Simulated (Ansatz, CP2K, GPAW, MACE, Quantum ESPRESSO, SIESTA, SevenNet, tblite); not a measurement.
# Twisted graphene bilayer, 46.83° (76 atoms) in SIESTA

How do the settings of SIESTA change the result for twisted graphene bilayer, 46.83° (76 atoms)? A plane-wave run serves as the yardstick.

Main program and level: SIESTA 5.4.2; the method is named at each step.

### 1. The structure

The cell holds 76 atoms: 76 C. Cell: a = 10.723 Å, b = 10.723 Å, c = 15.530 Å, α = 90.0°, β = 90.0°, γ = 120.0°. It derives from C (graphene). Graphene (a = 2.46 Å) under graphene (a = 2.46 Å), bilayer, commensurate cell of 19 unit cells a layer, twist 46.83 deg; facing planes 3.53 Å apart as built; 12 Å of vacuum; minimised with a classical potential. Then every atom was moved at random, 0.05 Å r.m.s. a Cartesian component. Regions: layer 1, 38 atoms (38 C); layer 2, 38 atoms (38 C). Vacuum lies along c.

The yardstick, on the same geometry:

| Quantity | Value |
| --- | --- |
| method | Kohn-Sham DFT, PBE, SSSP efficiency 1.3.0 pseudopotentials, plane waves (Quantum ESPRESSO 7.5); sssp-pbe-1.3.0-efficiency, cutoffs 45/360 Ry, Γ point |
| r.m.s. force component | 2.982 eV/Å |
| longest force | 12.83 eV/Å |
| time | 98 s on 4 MPI ranks of Arm Neoverse V2, shared host |
| CPU time | 6.5 min |

### 2. PBE, DZP, shift 0.01 Ry, mesh 300 Ry

Method: Kohn-Sham DFT, PBE, PseudoDojo 0.4.1 norm-conserving pseudopotentials (converted to PSML), numerical atomic orbitals (DZP), diagonalisation.

The .psml files are PseudoDojo norm-conserving potentials that we converted to this format, checked against plane waves on the same files for H, C, O, Si, Ge and Ca alone.

input.fdf reads:

```
SystemLabel cell
NumberOfAtoms 76
NumberOfSpecies 1
%block ChemicalSpeciesLabel
  1 6 C
%endblock ChemicalSpeciesLabel
LatticeConstant 1.0 Ang
%block LatticeVectors
  10.72290 0.00000 0.00000
  -5.36145 9.28630 0.00000
  0.00000 0.00000 15.53000
%endblock LatticeVectors
PAO.BasisSize DZP
PAO.EnergyShift 0.01 Ry
XC.Functional GGA
XC.Authors PBE
MeshCutoff 300 Ry
%block kgrid_Monkhorst_Pack
  1 0 0 0.0
  0 1 0 0.0
  0 0 1 0.0
%endblock kgrid_Monkhorst_Pack
SolutionMethod diagon
OccupationFunction FD
ElectronicTemperature 580 K
SCF.Mixer.Method Pulay
SCF.Mixer.Weight 0.05
SCF.Mixer.History 8
SCF.Mix Hamiltonian
MaxSCFIterations 300
SCF.DM.Tolerance 1e-04
SCF.H.Tolerance 1.0e-3 eV
WriteForces T
Write.HirshfeldPop T
Write.VoronoiPop T
Write.DM F
Write.H F
XML.Write F
AtomicCoordinatesFormat Fractional
%block AtomicCoordinatesAndAtomicSpecies
  0.17339 0.76857 0.38610 1
  0.19758 0.65484 0.39017 1
  0.27697 0.03810 0.39085 1
  0.30194 0.92077 0.39356 1
  0.11757 0.13445 0.39171 1
  0.13551 0.00944 0.38847 1
  0.22345 0.40253 0.39453 1
  0.24994 0.28070 0.39331 1
  0.33490 0.67340 0.39073 1
  0.34965 0.54205 0.39304 1
  0.43229 0.92271 0.38907 1
  0.45152 0.81758 0.39009 1
  0.39253 0.29861 0.39193 1
  0.40412 0.17639 0.39271 1
  0.49566 0.56873 0.38862 1
  0.51093 0.45280 0.38494 1
  0.59524 0.82940 0.39071 1
  0.61303 0.69644 0.39058 1
  0.70738 0.08653 0.38737 1
  0.71687 0.96370 0.39224 1
  0.53845 0.19337 0.38704 1
  0.56491 0.08178 0.38495 1
  0.65007 0.45346 0.38964 1
  0.66472 0.32439 0.38901 1
  0.76376 0.72705 0.39021 1
  0.76921 0.58765 0.38832 1
  0.84787 0.97525 0.38982 1
  0.88059 0.86466 0.39495 1
  0.80732 0.35263 0.38538 1
  0.82975 0.23253 0.39383 1
  0.91176 0.62198 0.39084 1
  0.92342 0.48605 0.39380 1
  0.01722 0.87553 0.39176 1
  0.03044 0.75011 0.39170 1
  0.96161 0.24404 0.39156 1
  0.97491 0.11581 0.39379 1
  0.07552 0.50685 0.39202 1
  0.08977 0.38447 0.38801 1
  0.74959 0.03721 0.60628 1
  0.76456 0.17352 0.61297 1
  0.80179 0.45315 0.61094 1
  0.83001 0.60129 0.61305 1
  0.65215 0.19269 0.61174 1
  0.66465 0.32311 0.61053 1
  0.48886 0.93068 0.60450 1
  0.50773 0.06678 0.61118 1
  0.69599 0.61637 0.60949 1
  0.72319 0.75117 0.61016 1
  0.55128 0.34857 0.61082 1
  0.56221 0.49450 0.60859 1
  0.38312 0.08277 0.61294 1
  0.40540 0.22643 0.61124 1
  0.59314 0.77465 0.61249 1
  0.61439 0.92291 0.61277 1
  0.44045 0.50953 0.61060 1
  0.45599 0.65197 0.60752 1
[... 16 atom lines left out ...]
  0.91000 0.28963 0.60950 1
  0.93335 0.43331 0.61106 1
  0.96007 0.71749 0.60870 1
  0.98437 0.85737 0.60804 1
%endblock AtomicCoordinatesAndAtomicSpecies
```

The run is started by

```console
OMP_NUM_THREADS=1 mpirun -np 2 siesta < input.fdf > output.txt
```

Output:

```text
Version         : 5.4.2
reinit: System Name:
reinit: System Label: cell
initatom: Reading input for the pseudopotentials and atomic orbitals ----------
Species number:   1 Atomic number:    6 Label: C
Ground state valence configuration (from tables):   2s02  2p02  3d00  4f00
---- Processing specs for species: C
GGA--PBE XC_GGA_X_PBE--XC_GGA_C_PBE pb
C pseudopotential only contains V_ls up to l=1 -- lmxkb reset.
Using PAO.SplitTailNorm
%block ChemicalSpeciesLabel
    1    6 C                       # Species index, atomic number, species label
%endblock ChemicalSpeciesLabel
%block PAO.Basis                 # Define Basis set
C                     2                    # Species label, number of l-shells
 n=2   0   2                         # n, l, Nzeta
   4.484      3.048
   1.000      1.000
 n=2   1   2 P   1                   # n, l, Nzeta, Polarization, NzetaPol
   5.436      3.692
   1.000      1.000
%endblock PAO.Basis
coor:   Atomic-coordinates input format  =     Fractional
siesta: System type = slab
initatomlists: Number of atoms, orbitals, and projectors:     76   988   608
siesta: ******************** Simulation parameters ****************************
Total number of electrons:   304.000000
Total ionic charge:   304.000000
 Kpoints in:            1 . Kpoints trimmed:            1
siesta: k-grid: Number of k-points = 1
siesta: k-points from Monkhorst-Pack grid
siesta: k-cutoff (effective) =     5.361 Ang
siesta: k-point supercell and displacements
siesta: k-grid:     1     0     0      0.000
siesta: k-grid:     0     1     0      0.000
siesta: k-grid:     0     0     1      0.000
                     ====================================
                        Single-point calculation
                     ====================================
outcell: Unit cell vectors (Ang):
       10.722900    0.000000    0.000000
       -5.361450    9.286300    0.000000
        0.000000    0.000000   15.530000
outcell: Cell vector modules (Ang)   :   10.722900   10.722897   15.530000
outcell: Cell angles (23,13,12) (deg):     90.0000     90.0000    120.0000
outcell: Cell volume (Ang**3)        :   1546.4163
Gamma-point calculation with multiply-connected orbital pairs
Gamma-point calculation with multiply-connected orbital pairs
Folding of H and S implicitly performed
Folding of H and S implicitly performed
new_DM -- step:     1
Initializing Density Matrix...
Attempting to read DM from file... Failed...
DM filled with atomic data:
InitMesh: MESH = 100 x 100 x 162 = 1620000
InitMesh: Mesh cutoff (required, used) =   300.000   300.739 Ry
stepf: Fermi-Dirac step function
        iscf     Eharris(eV)        E_KS(eV)     FreeEng(eV)     dDmax    Ef(eV) dHmax(eV)
   scf:    1   -12360.523078   -12419.298808   -12419.298808  1.875545 -5.374687  4.471245
   scf:    2   -12421.050064   -12420.184182   -12420.184182  0.007571 -5.238094  4.023594
   scf:    3   -12426.744776   -12424.597443   -12424.597443  0.094465 -4.463682  1.539299
   scf:    4   -12425.339239   -12425.079659   -12425.079659  0.009549 -4.419965  0.422378
   scf:    5   -12425.083410   -12425.081538   -12425.081538  0.000223 -4.416673  0.416066
   scf:    6   -12425.197442   -12425.152517   -12425.152517  0.006878 -4.335431  0.058078
   scf:    7   -12425.159048   -12425.156366   -12425.156366  0.002138 -4.319119  0.048573
   scf:    8   -12425.155987   -12425.156204   -12425.156204  0.000679 -4.330697  0.028799
   scf:    9   -12425.156677   -12425.156578   -12425.156578  0.001346 -4.328950  0.038180
   scf:   10   -12425.156834   -12425.156757   -12425.156757  0.001065 -4.350681  0.006632
   scf:   11   -12425.156794   -12425.156784   -12425.156784  0.000293 -4.348088  0.007179
   scf:   12   -12425.156797   -12425.156793   -12425.156793  0.000134 -4.351189  0.001505
   scf:   13   -12425.156794   -12425.156793   -12425.156793  0.000007 -4.351269  0.001100
   scf:   14   -12425.156794   -12425.156794   -12425.156794  0.000006 -4.351294  0.000812
SCF Convergence by DM+H criterion
max |DM_out - DM_in|         :     0.0000059162
max |H_out - H_in|      (eV) :     0.0008123064
SCF cycle converged after 14 iterations
Using DM_out to compute the final energy and forces
siesta: E_KS(eV) =           -12425.1568
siesta: E_KS - E_eggbox =    -12425.1568
siesta: Atomic forces (eV/Ang):
     1   -1.437126    4.242937    1.265813
     2   -0.772031   -3.743344   -0.073952
     3    2.666752   -0.362642    0.189511
     4   -2.389511   -4.537494   -1.184551
     5    0.723905    1.326350   -0.011769
     6   -0.767901    3.868548    0.404007
     7    5.850241   -0.208357   -0.551486
     8   -2.118750   -1.585845   -0.023850
     9    1.898515   -2.394742    0.202055
    10   -1.504412    3.177307   -0.266374
    11   -4.524820   13.720181   -0.223098
    12    9.549050   -9.459595    0.013963
[...]
72   -7.851757    4.809839    0.166939
    73   -2.772296    3.000355    0.619014
    74   -3.946985    2.024341   -0.145880
    75    5.776180    1.838760    0.057039
    76   -1.599971    3.026941    0.933327
----------------------------------------
   Tot   -0.008014   -0.008180    0.001916
----------------------------------------
   Max   13.720181
   Res    3.302026    sqrt( Sum f_i^2 / 3N )
----------------------------------------
   Max   13.720181    constrained
Stress tensor Voigt[x,y,z,yz,xz,xy] (kbar):      -85.35     -107.96       -3.12        0.81       -1.70       -1.09
(Free)E + p*V (eV/cell)   -12361.9574
Target enthalpy (eV/cell)   -12425.1568
siesta: Program's energy decomposition (eV):
siesta: Ebs     =     -4086.999301
siesta: Eions   =     21444.290573
siesta: Ena     =      5640.293505
siesta: Ekin    =      8543.388775
siesta: Enl     =      -430.895356
siesta: DEna    =      -315.029043
siesta: DUscf   =        22.651875
siesta: Ex      =     -4053.063653
siesta: Ec      =      -388.212324
siesta: Exc     =     -4441.275976
siesta: Eharris =    -12425.156794
siesta: Etot    =    -12425.156794
siesta: FreeEng =    -12425.156794
siesta: Final energy (eV):
siesta:  Band Struct. =   -4086.999301
siesta:       Kinetic =    8543.388775
siesta:       Hartree =   42592.080763
siesta:         Exch. =   -4053.063653
siesta:         Corr. =    -388.212324
siesta:   Exch.-corr. =   -4441.275976
siesta:  Ion-electron =  -92952.818086
siesta:       Ion-ion =   33833.467730
siesta:         Total =  -12425.156794
siesta:         Fermi =      -4.351294
siesta: Stress tensor (static) (eV/Ang**3):
siesta:    -0.053274   -0.000679   -0.001060
siesta:    -0.000679   -0.067383    0.000506
siesta:    -0.001060    0.000506   -0.001948
siesta: Cell volume =       1546.416309 Ang**3
siesta: Pressure (static):
siesta:                Solid            Molecule  Units
siesta:           0.00044511          0.00062489  Ry/Bohr**3
siesta:           0.04086831          0.05737515  eV/Ang**3
siesta:          65.47824655         91.92512743  kBar
    Orbital volume contribution        =          28.857373 eV
    (Free)E + p_basis*V_orbitals       =      -12396.299421 eV
    (Free)Eharris+ p_basis*V_orbitals  =      -12396.299421 eV
siesta: Electric dipole (a.u.)  =    0.000000    0.000000   -0.003979
siesta: Electric dipole (Debye) =    0.000000    0.000000   -0.010113
Hirshfeld Atomic Populations:
Atom #   charge [q] valence [e]  Species
     1     0.004015    3.995985  C
     2    -0.010270    4.010270  C
     3     0.006017    3.993983  C
     4     0.005570    3.994430  C
     5    -0.000727    4.000727  C
     6    -0.003664    4.003664  C
     7    -0.003460    4.003460  C
     8     0.000010    3.999990  C
     9     0.004069    3.995931  C
    10     0.010908    3.989092  C
    11    -0.012848    4.012848  C
    12    -0.011024    4.011024  C
[...]
--------------------
 Total    -0.000026
Voronoi Atomic Populations:
Atom #   charge [q] valence [e]  Species
[...]
72    -0.006830    4.006830  C
    73    -0.001006    4.001006  C
    74     0.002317    3.997683  C
    75    -0.002641    4.002641  C
    76     0.001704    3.998296  C
--------------------
 Total    -0.000026
```

The job ended after 63 s (2 MPI ranks of Arm Neoverse V2, shared host; peak memory 1.1 GiB; 2.1 min of CPU time).

Banners, paths, timers and routine set-up lines are dropped from the logs unmarked, and long logs keep their key lines alone; longer cuts are marked.

Compared with the plane-wave run:

```
r.m.s. force component                  : 3.302 eV/Å
r.m.s. difference of force components   : 358.6 meV/Å
longest difference of force vectors     : 1616 meV/Å
force difference over r.m.s. force      : 12.02 %
slope of forces against the reference's : 1.106
correlation of force components         : 0.9987
```

The surroundings of C11, which bears the longest force, nearest first, numbered as they follow in the input and with coordinates relative to it.

```
atom      x      y      z  distance (Å)  bonds  Hirshfeld charge (e)     Fx     Fy  Fz (eV/Å)
 C11   0.00   0.00   0.00          0.00      3                 -0.01  -4.52  13.72      -0.22
 C12   0.77  -0.98   0.02          1.24      3                 -0.01   9.55  -9.46       0.01
  C4  -1.39  -0.02   0.07          1.39      3                  0.01  -2.39  -4.54      -1.18
 C22   0.57   1.48  -0.06          1.58      3                  0.01   3.23  -7.12       0.42
  C9   0.29  -2.32   0.03          2.33      3                  0.00   1.90  -2.39       0.20
 C17   2.25  -0.87   0.03          2.41      3                  0.01  -0.62  -3.67       0.04
  C1  -1.95  -1.43  -0.05          2.42      3                  0.00  -1.44   4.24       1.27
  C3  -2.28   1.07   0.03          2.52      3                  0.01   2.67  -0.36       0.19
 C21  -0.31   2.51  -0.03          2.53      3                 -0.01   2.86  -0.11       0.14
 C19   2.07   1.52  -0.03          2.57      3                  0.01  -5.12   4.19       0.45
```

Forces lie 12 % from the reference's, at 0.32 times its CPU time (on 2 against 4 cores).

### 3. PBE, SZP, shift 0.01 Ry, mesh 300 Ry

Method: Kohn-Sham DFT, PBE, PseudoDojo 0.4.1 norm-conserving pseudopotentials (converted to PSML), numerical atomic orbitals (SZP), diagonalisation.

input.fdf, as its differences from that of step 2:

```diff
@@ -12,3 +12,3 @@
 %endblock LatticeVectors
-PAO.BasisSize DZP
+PAO.BasisSize SZP
 PAO.EnergyShift 0.01 Ry
```

The run is started by

```console
OMP_NUM_THREADS=1 siesta < input.fdf > output.txt
```

Output:

```text
Version         : 5.4.2
reinit: System Name:
reinit: System Label: cell
initatom: Reading input for the pseudopotentials and atomic orbitals ----------
Species number:   1 Atomic number:    6 Label: C
Ground state valence configuration (from tables):   2s02  2p02  3d00  4f00
---- Processing specs for species: C
GGA--PBE XC_GGA_X_PBE--XC_GGA_C_PBE pb
[... lines left out ...]
        iscf     Eharris(eV)        E_KS(eV)     FreeEng(eV)     dDmax    Ef(eV) dHmax(eV)
[... lines left out ...]
SCF Convergence by DM+H criterion
[... lines left out ...]
SCF cycle converged after 12 iterations
[... lines left out ...]
   Max   15.025516
[... lines left out ...]
   Max   15.025516    constrained
Stress tensor Voigt[x,y,z,yz,xz,xy] (kbar):     -155.84     -189.19        1.98        0.81       -1.90       -2.59
[... lines left out ...]
siesta: FreeEng =    -12350.186299
[... lines left out ...]
siesta:         Fermi =      -5.879697
[... lines left out ...]
siesta: Pressure (static):
siesta:                Solid            Molecule  Units
siesta:           0.00077734          0.00098008  Ry/Bohr**3
siesta:           0.07137164          0.08998711  eV/Ang**3
siesta:         114.34997852        144.17523932  kBar
    Orbital volume contribution        =          24.226362 eV
    (Free)E + p_basis*V_orbitals       =      -12325.959937 eV
    (Free)Eharris+ p_basis*V_orbitals  =      -12325.959937 eV
siesta: Electric dipole (a.u.)  =   -0.000000   -0.000000    0.001221
siesta: Electric dipole (Debye) =   -0.000000   -0.000000    0.003103
Hirshfeld Atomic Populations:
Atom #   charge [q] valence [e]  Species
     1     0.004916    3.995084  C
     2    -0.010362    4.010362  C
     3     0.005350    3.994650  C
[...]
--------------------
 Total    -0.000012
Voronoi Atomic Populations:
Atom #   charge [q] valence [e]  Species
[...]
75    -0.003965    4.003965  C
    76     0.002237    3.997763  C
--------------------
 Total    -0.000012
```

Run time: 84 s. Hardware: 1 thread; peak memory 0.74 GiB.

Against the reference:

```
r.m.s. force component                  : 3.592 eV/Å
r.m.s. difference of force components   : 722.6 meV/Å
longest difference of force vectors     : 2954 meV/Å
force difference over r.m.s. force      : 24.23 %
slope of forces against the reference's : 1.196
correlation of force components         : 0.9929
```

This is a coarse setting, run to see what it loses.

Against the first run (12 %), the force difference from the reference is 24 %, at 0.66 times the CPU time (on 1 against 2 cores), with 684 basis functions against 988: the smaller basis costs accuracy.

### 4. PBE, SZ, shift 0.01 Ry, mesh 300 Ry

Method: Kohn-Sham DFT, PBE, PseudoDojo 0.4.1 norm-conserving pseudopotentials (converted to PSML), numerical atomic orbitals (SZ), diagonalisation.

input.fdf, as its differences from that of step 3:

```diff
@@ -12,3 +12,3 @@
 %endblock LatticeVectors
-PAO.BasisSize SZP
+PAO.BasisSize SZ
 PAO.EnergyShift 0.01 Ry
```

Output:

```text
Version         : 5.4.2
reinit: System Name:
reinit: System Label: cell
initatom: Reading input for the pseudopotentials and atomic orbitals ----------
Species number:   1 Atomic number:    6 Label: C
Ground state valence configuration (from tables):   2s02  2p02  3d00  4f00
---- Processing specs for species: C
GGA--PBE XC_GGA_X_PBE--XC_GGA_C_PBE pb
C pseudopotential only contains V_ls up to l=1 -- lmxkb reset.
Using PAO.SplitTailNorm
%block ChemicalSpeciesLabel
    1    6 C                       # Species index, atomic number, species label
%endblock ChemicalSpeciesLabel
%block PAO.Basis                 # Define Basis set
C                     2                    # Species label, number of l-shells
 n=2   0   1                         # n, l, Nzeta
   4.484
   1.000
[... lines left out ...]
Total number of electrons:   304.000000
[... lines left out ...]
stepf: Fermi-Dirac step function
        iscf     Eharris(eV)        E_KS(eV)     FreeEng(eV)     dDmax    Ef(eV) dHmax(eV)
[... lines left out ...]
SCF Convergence by DM+H criterion
[... lines left out ...]
SCF cycle converged after 10 iterations
[... lines left out ...]
   Max   16.605881
[... lines left out ...]
   Max   16.605881    constrained
Stress tensor Voigt[x,y,z,yz,xz,xy] (kbar):     -224.04     -269.06        5.65        0.80       -2.19       -4.54
[... lines left out ...]
siesta: Ena     =      5640.293505
siesta: Ekin    =      7898.170152
siesta: Enl     =      -324.381077
siesta: DEna    =       202.072087
siesta: DUscf   =         7.943376
siesta: Ex      =     -3901.674432
siesta: Ec      =      -391.004679
siesta: Exc     =     -4292.679111
siesta: Eharris =    -12312.871643
siesta: Etot    =    -12312.871641
siesta: FreeEng =    -12312.871641
siesta: Final energy (eV):
siesta:  Band Struct. =   -4912.198131
siesta:       Kinetic =    7898.170152
siesta:       Hartree =   41618.581482
siesta:         Exch. =   -3901.674432
siesta:         Corr. =    -391.004679
siesta:   Exch.-corr. =   -4292.679111
siesta:  Ion-electron =  -91370.411894
siesta:       Ion-ion =   33833.467730
siesta:         Total =  -12312.871641
siesta:         Fermi =      -6.385740
siesta: Stress tensor (static) (eV/Ang**3):
siesta:    -0.139835   -0.002836   -0.001365
siesta:    -0.002836   -0.167933    0.000502
siesta:    -0.001365    0.000502    0.003524
siesta: Cell volume =       1546.416309 Ang**3
siesta: Pressure (static):
siesta:                Solid            Molecule  Units
siesta:           0.00110454          0.00133256  Ry/Bohr**3
siesta:           0.10141444          0.12234970  eV/Ang**3
siesta:         162.48384625        196.02583758  kBar
    Orbital volume contribution        =          14.768429 eV
    (Free)E + p_basis*V_orbitals       =      -12298.103211 eV
    (Free)Eharris+ p_basis*V_orbitals  =      -12298.103214 eV
siesta: Electric dipole (a.u.)  =   -0.000000   -0.000000    0.011596
siesta: Electric dipole (Debye) =   -0.000000   -0.000000    0.029475
Hirshfeld Atomic Populations:
Atom #   charge [q] valence [e]  Species
     1     0.004075    3.995925  C
     2    -0.009387    4.009387  C
     3     0.004957    3.995043  C
[...]
--------------------
 Total    -0.000014
Voronoi Atomic Populations:
Atom #   charge [q] valence [e]  Species
[...]
75    -0.003985    4.003985  C
    76     0.002087    3.997913  C
--------------------
 Total    -0.000014
```

Elapsed: 26 s, on 1 thread; peak memory 0.47 GiB.

Numbers from this run, and their distance from the reference:

```
r.m.s. force component                  : 4.001 eV/Å
r.m.s. difference of force components   : 1135 meV/Å
longest difference of force vectors     : 4511 meV/Å
force difference over r.m.s. force      : 38.06 %
slope of forces against the reference's : 1.328
correlation of force components         : 0.9895
```

This is a coarse setting, run to see what it loses.

Against the first run (12 %), the force difference from the reference is 38 %, at 0.21 times the CPU time (on 1 against 2 cores), with 304 basis functions against 988: the smaller basis costs accuracy.

[end of part 1 of 2]

[Also dropped from logs without a mark: logging warnings of Python, and SIESTA's first energy breakdown and zero terms.]

[Logs are printed without paths, hosts, clocks, repeated set-up lines and the standing remarks that a program may print on its own settings, such as how far it seeks lower states.]

[Hosts, paths, dates, database ids (printed as entryN), source tags and the programs' standing remarks are cut or masked in the printed files.]
